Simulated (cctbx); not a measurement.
# Lattice, Laue class and space group of a new crystal

Cell: a = 9.1990 Å, b = 9.1990 Å, c = 3.8060 Å, α = 90.00°, β = 90.00°, γ = 120.00°. Expected content of the cell: Yb1 Tb1 As7 Be12.

Simulated single-crystal data (cctbx): Cu Kα, λ = 1.54184 Å, to d = 0.8 Å, 70 % of the full sphere, strongest reflection 20000 counts, noise from counting, a 4 % proportional error and a noise floor of 4 counts (s.d.); no absorption.

Tests on the unmerged data give:

```text
1605 reflections to d = 0.803 A
centring   violations  <I/sigma> of those
    A        757 of   792     15.1
    B        756 of   799     15.1
    C        751 of   795     15.3
    I        754 of   791     15.2
    R       1017 of  1063     15.4
    F       1132 of  1193     15.2
Laue class    unique    Rint  (classes that these axes allow; Friedel mates merged)
P -1             1042   0.100
P 1 1 2/m         640   0.093
P -3              386   0.095
P -3 1 m          219   0.429
P -3 m 1          232   0.430
P 6/m             225   0.098
P 6/m m m         145   0.432
space group    extra absences  I>4sigma  <I/sigma>
P 6                     0          0         -  acentric
P -6                    0          0         -  acentric
P 6/m                   0          0         -  centric
Wilson B = 1.22 A^2   <|E^2-1|> = 0.801 (0.968 centric, 0.736 acentric)   E^2>4: 3.6 %
shell (A)         n   <I/sigma>
 7.97 - 1.60     33     22.4
 1.60 - 1.27     28     22.8
 1.27 - 1.11     26     17.1
 1.11 - 1.01     29     16.4
 1.01 - 0.94     26     16.3
 0.94 - 0.88     29     20.2
 0.88 - 0.84     22     17.0
 0.84 - 0.80     32     13.6
```

Q: Read the symmetry from these tables.

Every centring test has many violations, so the lattice is primitive.

Rint stays low (0.093 to 0.100) up to P 6/m and is 0.429 or more in the other classes. It includes Bijvoet differences, since Friedel mates are merged.

3 settings pass the absence test. No glide or screw absences show, which leaves P 6, P -6 and P 6/m.

⟨|E²−1|⟩ = 0.801 lies between the two ideal values. The Wilson B of 1.22 Å² means U ≈ 0.0155 Å².

The true group is P-6 (no. 174), Laue class 6/m, non-centrosymmetric. The tables only narrow the choice to the tied entries; cell content, site symmetry and trial solutions must settle it.

The model is made up (kin elements in a known structure type, no relaxation), so it says nothing on whether the phase exists.

[Logs are printed without paths, hosts, clocks, repeated set-up lines and the standing remarks that a program may print on its own settings, such as how far it seeks lower states.]
